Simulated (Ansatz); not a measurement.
# What InH3 (model cell, started as ReO3 type) distorts into, part 2 of 3

Wanted: the energy along a soft mode of InH3 (model cell, started as ReO3 type) and the structure at the end.

Ansatz 0.2.0; DFT PBEsol, scalar-relativistic, plane waves, PAW.

So far, highest frequency on the path or at a solved wavevector (cm⁻¹): step 2 (phonons on a q mesh) 1676. Also lowest frequency on the path (cm⁻¹): step 2 -57.9.

The structure was built from a prototype and need not be the compound's stable phase.

**6. Relaxing from the distorted cell**

Starting from the lowest point found, all atoms and the cell are let go, so that strain and other modes of the same symmetry can join in.

Contents of input.yaml:

```yaml
crystal:
  lattice:
    - [-3.8226931498, 0.0, 0.0]
    - [0.0, -3.8226931498, -3.8226931498]
    - [0.0, -3.8226931498, 3.8226931498]
  atoms:
    - { symbol: In, position: [0.0, 0.5, 0.5] }
    - { symbol: In, position: [0.0, 0.0, 0.0] }
    - { symbol: H, position: [0.5, 0.5, 0.5] }
    - { symbol: H, position: [0.5, 0.0, 0.0] }
    - { symbol: H, position: [0.0, 0.2316883027, 0.2683116973] }
    - { symbol: H, position: [0.0, 0.7683116973, 0.7316883027] }
    - { symbol: H, position: [0.0, 0.2683116973, 0.7683116973] }
    - { symbol: H, position: [0.0, 0.7316883027, 0.2316883027] }
kpoints:
  mp_grid: { grid: [8, 6, 6] }
hamiltonian:
  xc: pbesol
scf:
  occupations: { method: methfessel_paxton, width: 0.15 }
output:
  forces: true
  stress: true
  eigenvalues: true
relax:
  adjacent_minimum: "off"
  f_tol: 0.002
  max_steps: 120
  cell: { stress_tol: 0.03 }
```

Launch:

```
ansatz run input.yaml --threads 4 --pin off --max-ram 7168MiB --backend cpu --events-out ev --progress --plain --runs-dir out
```

Numbers of over 12 decimals in the logs are rounded to 6 here.

The log of the run:

```text
[...]
Crystal: 8 atoms, lattice volume = 111.722 Å³
Basis set: ecut = 420 eV, 2137 PW (Γ), exchange–correlation on 54×80×80 points (8 copies of the dense FFT grid, shifted against one another)
Bands: 24, of which v1, the nominal top of the filled ones, is band 16 counted from 1 (15 counted from 0)
Symmetry: 16 space group operations
[...]
k-points: 50 of 288
[...]
SCF iter   1: F=—  HF=-11142.095510 eV  |F-HF|=—  |Δ(HF+E_count)|=         —  Δρ=7.99e-3  dr2=4.33e-2  ethr=1.77e-3  ⟨swp⟩=5.7  Hψ=5899  notcnv=0  defer=7
[...]
SCF iter   6: F=-11142.081304 eV  HF=-11142.081304 eV  |F-HF|=1.97e-8  |Δ(HF+E_count)|=   1.27e-6  S|Δr|=    0.00e0  Δρ=5.43e-6  dr2=2.13e-8  ethr=3.13e-10  ⟨swp⟩=8.0  Hψ=6501  notcnv=0
SCF 1 converged in 6 iterations: F = -11142.081304 eV  dr2 = 2.13e-8
[...]
relax step   1: F+E_penalty+E_count = -11142.08130443 eV  Δ(F+E_penalty+E_count) = +0.000e0 eV  max|allowed force component| = 1.109e-3 eV/Å  Δτ_max = 0.0000 Å  P = -0.298 GPa  Ω = 111.722 Å³  (6 SCF iters, dr2 threshold 1.00e-7 eV, accepted)
Crystal: 8 atoms, lattice volume = 110.688 Å³
Basis set: ecut = 420 eV, 2117 PW (Γ), exchange–correlation on 54×80×80 points (8 copies of the dense FFT grid, shifted against one another)
[...]
SCF iter   5: F=-11142.082872 eV  HF=-11142.082870 eV  |F-HF|=1.43e-6  |Δ(HF+E_count)|=   8.14e-6  S|Δr|=    0.00e0  Δρ=1.32e-5  dr2=3.05e-7  ethr=1.26e-9  ⟨swp⟩=4.4  Hψ=5927  notcnv=0
SCF 2 converged in 5 iterations: F = -11142.082872 eV  dr2 = 3.05e-7
[...]
relax step   2: F+E_penalty+E_count = -11142.08287173 eV  Δ(F+E_penalty+E_count) = -1.567e-3 eV  max|allowed force component| = 5.580e-3 eV/Å  Δτ_max = 0.0035 Å  P = +0.131 GPa  Ω = 110.688 Å³  energy of the carried Pulay correction = +7.622e-4 eV  (5 SCF iters, dr2 threshold 4.05e-7 eV, accepted)
Crystal: 8 atoms, lattice volume = 110.924 Å³
[...]
SCF iter   4: F=-11142.082915 eV  HF=-11142.082915 eV  |F-HF|=3.89e-9  |Δ(HF+E_count)|=   3.04e-8  S|Δr|=    0.00e0  Δρ=3.60e-6  dr2=7.80e-9  ethr=1.53e-10  ⟨swp⟩=4.8  Hψ=4361  notcnv=0
SCF 3 converged in 4 iterations: F = -11142.082915 eV  dr2 = 7.80e-9
relax step   3: F+E_penalty+E_count = -11142.08291456 eV  Δ(F+E_penalty+E_count) = -4.284e-5 eV  max|allowed force component| = 4.136e-3 eV/Å  Δτ_max = 0.0059 Å  P = +0.007 GPa  Ω = 110.924 Å³  energy of the carried Pulay correction = +5.878e-4 eV  (4 SCF iters, dr2 threshold 4.88e-8 eV, accepted)
[... from here on, the SCF cycles and remarks between the steps are left out ...]
relax step   4: F+E_penalty+E_count = -11142.08339570 eV  Δ(F+E_penalty+E_count) = -4.811e-4 eV  max|allowed force component| = 3.338e-3 eV/Å  Δτ_max = 0.0281 Å  P = -0.079 GPa  Ω = 110.876 Å³  energy of the carried Pulay correction = +6.236e-4 eV  (8 SCF iters, dr2 threshold 1.07e-9 eV, accepted)
relax step   5: F+E_penalty+E_count = -11142.08393115 eV  Δ(F+E_penalty+E_count) = -5.354e-4 eV  max|allowed force component| = 2.089e-2 eV/Å  Δτ_max = 0.1978 Å  P = -0.848 GPa  Ω = 109.788 Å³  energy of the carried Pulay correction = +1.433e-3 eV  (8 SCF iters, dr2 threshold 2.05e-8 eV, rejected (line search))
relax step   6: F+E_penalty+E_count = -11142.08609061 eV  Δ(F+E_penalty+E_count) = -2.695e-3 eV  max|allowed force component| = 2.394e-3 eV/Å  Δτ_max = 0.0955 Å  P = -0.165 GPa  Ω = 109.926 Å³  energy of the carried Pulay correction = +1.329e-3 eV  (10 SCF iters, accepted)
relax step   7: F+E_penalty+E_count = -11142.08879815 eV  Δ(F+E_penalty+E_count) = -2.708e-3 eV  max|allowed force component| = 5.281e-3 eV/Å  Δτ_max = 0.0966 Å  P = -0.438 GPa  Ω = 108.936 Å³  energy of the carried Pulay correction = +2.071e-3 eV  (7 SCF iters, dr2 threshold 9.16e-8 eV, accepted)
relax step   8: F+E_penalty+E_count = -11142.09104913 eV  Δ(F+E_penalty+E_count) = -2.251e-3 eV  max|allowed force component| = 3.637e-2 eV/Å  Δτ_max = 0.1445 Å  P = -0.890 GPa  Ω = 106.874 Å³  energy of the carried Pulay correction = +3.638e-3 eV  (7 SCF iters, dr2 threshold 7.27e-7 eV, accepted)
relax step   9: F+E_penalty+E_count = -11142.10063232 eV  Δ(F+E_penalty+E_count) = -9.583e-3 eV  max|allowed force component| = 9.322e-3 eV/Å  Δτ_max = 0.0281 Å  P = +0.078 GPa  Ω = 104.138 Å³  energy of the carried Pulay correction = +5.763e-3 eV  (6 SCF iters, dr2 threshold 8.00e-7 eV, accepted)
relax step  10: F+E_penalty+E_count = -11142.10068336 eV  Δ(F+E_penalty+E_count) = -5.104e-5 eV  max|allowed force component| = 1.689e-2 eV/Å  Δτ_max = 0.0559 Å  P = -0.047 GPa  Ω = 103.059 Å³  energy of the carried Pulay correction = +6.616e-3 eV  (7 SCF iters, dr2 threshold 4.37e-8 eV, rejected (line search))
relax step  11: F+E_penalty+E_count = -11142.10095657 eV  Δ(F+E_penalty+E_count) = -3.243e-4 eV  max|allowed force component| = 9.510e-4 eV/Å  Δτ_max = 0.0126 Å  P = -0.002 GPa  Ω = 104.002 Å³  energy of the carried Pulay correction = +5.870e-3 eV  (10 SCF iters, accepted)
relax step  12: F+E_penalty+E_count = -11142.10104633 eV  Δ(F+E_penalty+E_count) = -8.976e-5 eV  max|allowed force component| = 2.061e-4 eV/Å  Δτ_max = 0.0042 Å  P = +0.001 GPa  Ω = 103.897 Å³  energy of the carried Pulay correction = +5.953e-3 eV  (8 SCF iters, accepted)
relax step  13: F+E_penalty+E_count = -11142.09595604 eV  Δ(F+E_penalty+E_count) = +5.090e-3 eV  max|allowed force component| = 3.712e-4 eV/Å  Δτ_max = 0.0000 Å  P = -0.034 GPa  Ω = 103.897 Å³  stress off target by 4.48e-2 GPa  SCF on the basis re-selected at this cell (its energy is not comparable with the rows above)  (7 SCF iters)
relax step  14: F+E_penalty+E_count = -11142.09612447 eV  Δ(F+E_penalty+E_count) = -1.684e-4 eV  max|allowed force component| = 5.665e-5 eV/Å  Δτ_max = 0.0048 Å  P = +0.000 GPa  Ω = 103.713 Å³  energy of the carried Pulay correction = +1.464e-4 eV  (6 SCF iters, dr2 threshold 5.02e-9 eV, accepted)
[...]
SCF iter   5: F=-11142.095949 eV  HF=-11142.095949 eV  |F-HF|=1.46e-11  |Δ(HF+E_count)|=  4.55e-11  S|Δr|=    0.00e0  Δρ=1.02e-7  dr2=1.58e-11  ethr=1.00e-12  ⟨swp⟩=6.2  Hψ=4763  notcnv=0
SCF 15 converged in 5 iterations: F = -11142.095949 eV  dr2 = 1.58e-11
relax step  15: F+E_penalty+E_count = -11142.09594927 eV  Δ(F+E_penalty+E_count) = +1.752e-4 eV  max|allowed force component| = 8.377e-5 eV/Å  Δτ_max = 0.0000 Å  P = -0.000 GPa  Ω = 103.713 Å³  stress off target by 1.79e-3 GPa  SCF on the basis re-selected at this cell (its energy is not comparable with the rows above)  (5 SCF iters)
[...]
SCF converged after 5 iterations
[...]
Free energy (F): -11142.095949 eV
[...]
Internal energy: -11142.095561 eV  (E = F + TS)
E sigma→0 (E₀):  -11142.095852 eV
Entropy (-TS):   -0.000388 eV (-0.049 meV/atom)
Fermi energy:    3.357508 eV
Step filling:    the computed levels leave a gap of 0.0548 eV = 0.4 smearing widths at the electron count; against every level under it full and every level over it empty, smearing changes F+E_penalty+E_count by -0.583 meV and its σ→0 estimate by -0.486 meV
[...]
--- Forces (eV/Å), atoms counted from 1 ---
  atom   1  In     0.00000000     0.00000000     0.00000000
  atom   2  In    -0.00000000     0.00000000     0.00000000
  atom   3  H      0.00000000     0.00000000     0.00000000
  atom   4  H      0.00000000     0.00000000     0.00000000
  atom   5  H      0.00000000     0.00000000    -0.00008377
  atom   6  H     -0.00000000    -0.00000000     0.00008377
  atom   7  H     -0.00000000     0.00008377     0.00000000
  atom   8  H      0.00000000    -0.00008377    -0.00000000
  max |Σ_I F_I| component: 5.42e-20 eV/Å
--- Stress (GPa, compression-positive) ---
        0.001792      -0.000000      -0.000000
       -0.000000      -0.001032      -0.000000
       -0.000000      -0.000000      -0.001032
  P = ⅓ Tr σ = -0.0001 GPa (-0.001 kbar)
--- Band table (eV; the first three rows and the last of 50) ---
  k-point 0: bands = [... 12 lower, -0.5370, -0.5370, 2.8481, 3.4437, 6.9960, 7.1666, 7.1666, 8.5044, ... 4 higher]
  k-point 1: bands = [... 12 lower, -0.3609, 0.0641, 2.5945, 3.2155, 7.0668, 7.1327, 7.1789, 8.3610, ... 4 higher]
  k-point 2: bands = [... 12 lower, 0.1395, 0.8828, 1.9281, 2.6254, 7.0452, 7.4921, 7.5284, 8.4731, ... 4 higher]
  k-point 49: bands = [... 12 lower, -1.0927, -1.0927, -0.7817, -0.7817, 7.2234, 7.2234, 8.3156, 8.3156, ... 4 higher]
--- Relaxed structure (13 steps of the walk, 11 accepted, 2 SCFs on fresh bases) ---
  F+E_penalty+E_count = -11142.09594927 eV   max|allowed force component| = 8.377e-5 eV/Å   (the final SCF, on the basis selected at the relaxed cell)
  cell:  # Å, volume = 103.7125 Å³
    - [-3.826165, 0, 0]
    - [0, -3.681449, -3.681449]
    - [0, -3.681449, 3.681449]
  atoms:
    - { symbol: In, position: [0, 0.500000, 0.500000] }
    - { symbol: In, position: [0, 0, 0] }
    - { symbol: H, position: [0.500000, 0.500000, 0.500000] }
    - { symbol: H, position: [0.500000, 0, 0] }
    - { symbol: H, position: [0, 0.176245, 0.323755] }
    - { symbol: H, position: [0, 0.823755, 0.676245] }
    - { symbol: H, position: [0, 0.323755, 0.823755] }
    - { symbol: H, position: [0, 0.676245, 0.176245] }
```

Run time: 32 s. Hardware: 4 threads of Arm Neoverse V1, shared host; peak memory 0.48 GiB.

Step by step:

```
step  energy less that of the first step (eV)  largest force component (eV/Å)  pressure (GPa)  volume (Å³)
   1                                   0.0000                          0.0011           -0.30       111.72
   2                                  -0.0016                          0.0056            0.13       110.69
   3                                  -0.0016                          0.0041            0.01       110.92
   4                                  -0.0021                          0.0033           -0.08       110.88
   5                                  -0.0026                          0.0209           -0.85       109.79
   6                                  -0.0048                          0.0024           -0.16       109.93
   7                                  -0.0075                          0.0053           -0.44       108.94
   8                                  -0.0097                          0.0364           -0.89       106.87
   9                                  -0.0193                          0.0093            0.08       104.14
  10                                  -0.0194                          0.0169           -0.05       103.06
  11                                  -0.0197                          0.0010            0.00       104.00
  12                                  -0.0197                          0.0002            0.00       103.90
 13*                                  -0.0147                          0.0004           -0.03       103.90
  14                                  -0.0148                          0.0001            0.00       103.71
 15*                                  -0.0146                          0.0001            0.00       103.71
```

Relaxation steps marked * repeat the geometry before them on a plane-wave basis chosen anew for their cell, so energy and pressure can jump there. Relaxation steps 5, 10 were tried and not accepted.

Forces are held to the 16 operations that the run works with; a distortion that breaks them can't arise in this run.

```
     cell as run  before  after  change
           a (Å)   3.823  3.826  +0.1 %
           b (Å)   5.406  5.206  -3.7 %
           c (Å)   5.406  5.206  -3.7 %
volume (Å³/atom)   13.97  12.96  -7.2 %
```

The atoms that moved most (Å, as changes of fractional coordinates times the final cell):

```
atom     dx      dy      dz  length
  H8  0.000   0.408   0.000   0.408
  H6  0.000   0.000  -0.408   0.408
  H5  0.000   0.000   0.408   0.408
  H7  0.000  -0.408   0.000   0.408
```

This step gave:

```
pressure        : -9.03e-5 GPa
volume per atom : 12.96 Å³
```

The distorted start has space group P4/mbm; the relaxation ends in P4/mbm.

**7. The new phase in its own primitive cell**

The relaxed structure is symmetrised, reduced to its primitive cell and relaxed tightly, as its phonons need.

Contents of input.yaml:

```yaml
crystal:
  lattice:
    - [5.2063547324, 0.0, 0.0]
    - [0.0, 5.2063547324, 0.0]
    - [0.0, 0.0, 3.8261646297]
  atoms:
    - { symbol: In, position: [0.5, 0.5, 0.0] }
    - { symbol: In, position: [0.0, 0.0, 0.0] }
    - { symbol: H, position: [0.5, 0.5, 0.5] }
    - { symbol: H, position: [0.0, 0.0, 0.5] }
    - { symbol: H, position: [0.1762450552, 0.3237549448, 0.0] }
    - { symbol: H, position: [0.8237549448, 0.6762450552, 0.0] }
    - { symbol: H, position: [0.3237549448, 0.8237549448, 0.0] }
    - { symbol: H, position: [0.6762450552, 0.1762450552, 0.0] }
kpoints:
  mp_grid: { grid: [6, 6, 8] }
hamiltonian:
  xc: pbesol
scf:
  occupations: { method: methfessel_paxton, width: 0.15 }
output:
  forces: true
  stress: true
  eigenvalues: true
relax:
  adjacent_minimum: "off"
  f_tol: 0.001
  max_steps: 60
  cell: { stress_tol: 0.01 }
```

The log of the run:

```text
[...]
Crystal: 8 atoms, lattice volume = 103.713 Å³
Basis set: ecut = 420 eV, 2061 PW (Γ), exchange–correlation on 72×72×54 points (8 copies of the dense FFT grid, shifted against one another)
Bands: 24, of which v1, the nominal top of the filled ones, is band 16 counted from 1 (15 counted from 0)
Symmetry: 16 space group operations
[...]
k-points: 50 of 288
[...]
- [0.0, 0.0, 3.8261646297]
  atoms:
    - { symbol: In, position: [0.5, 0.5, 0.0] }
    - { symbol: In, position: [0.0, 0.0, 0.0] }
    - { symbol: H, position: [0.5, 0.5, 0.500000] }
    - { symbol: H, position: [0.0, 0.0, 0.500000] }
    - { symbol: H, position: [0.1762450552, 0.3237549448, 0.0] }
    - { symbol: H, position: [0.8237549448, 0.6762450552, 0.0] }
    - { symbol: H, position: [0.3237549448, 0.8237549448, 0.0] }
    - { symbol: H, position: [0.6762450552, 0.1762450552, 0.0] }
[key lines of the parts left out:]
SCF converged after 6 iterations
Free energy (F): -11142.095949 eV
Fermi energy:    3.357510 eV
P = ⅓ Tr σ = -0.0001 GPa (-0.001 kbar)
```

Run time: 4.4 s. Hardware: 4 threads; peak memory 0.45 GiB; 16 s of CPU time.

Little changed from the start: no atom moved by 0.005 Å and no cell edge by 0.1 %.

This step gave:

```yaml
pressure: -9.38e-5 GPa
```

The largest force component left is 0.059 meV/Å and the pressure is 0.000 GPa, within the tolerances set. The cell now holds 12.96 Å³/atom.

(Part 2 of 3 ends here.)

[Logs are printed without paths, hosts, clocks, repeated set-up lines and the standing remarks that a program may print on its own settings, such as how far it seeks lower states.]

[Hosts, paths, dates, database ids (printed as entryN), source tags and the programs' standing remarks are cut or masked in the printed files.]
